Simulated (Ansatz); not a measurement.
# Does disorder add resistance in series? Hf(0001) layers displaced at 180 K

Two lengths of the disordered region are known. What area resistance does the third give?

**Method.** Ansatz 0.2.0, plane waves with PAW datasets at their recommended cutoffs (420 eV for most), Fermi-Dirac smearing; ballistic transmission by layer matching. The area resistance is RA = A (h/2e²)(1/T − 1/N), with T the zone-mean transmission per spin and N the lead's channels, both averaged over a few energies near the Fermi level; for magnets each spin is taken apart, with h/e², and the two conduct in parallel. Lateral cell 2x2, PBE, a fresh random draw for each length. Atoms are displaced independently, by 0.0493 Å r.m.s. per direction; each RA is scaled by the nominal over the drawn mean square displacement.

Results; the value marked ? is to be predicted:

```
length (Å)  channels N  RA (fΩ m²)
      5.06       2.708       0.107
      15.2       2.708       0.335
      25.3       2.708           ?
```

Worked fit:

Ohm's law makes RA linear in the length: the slope is (0.335 − 0.107)/(15.2 − 5.06) = 0.0225 fΩ m² per Å, or 22 µΩ cm. Then 0.335 + 0.0225 × 10.1. Predicted: 0.562 fΩ m².

Check against the run:

0.547 fΩ m², so the prediction is 2.8 % too high. The three lengths together give 22 µΩ cm. The two increments are 0.23 and 0.21 fΩ m², roughly as Ohm's law has it, though with one draw for each length that is a weak test.

**Limits.** The scatterers repeat sideways with the small cell. The slope is a raw one; a model of isotropic scattering puts it 1.11 times the bulk value over these lengths. Spin-orbit coupling is left out, which matters for Hf.

[Logs are printed without paths, hosts, clocks, repeated set-up lines and the standing remarks that a program may print on its own settings, such as how far it seeks lower states.]
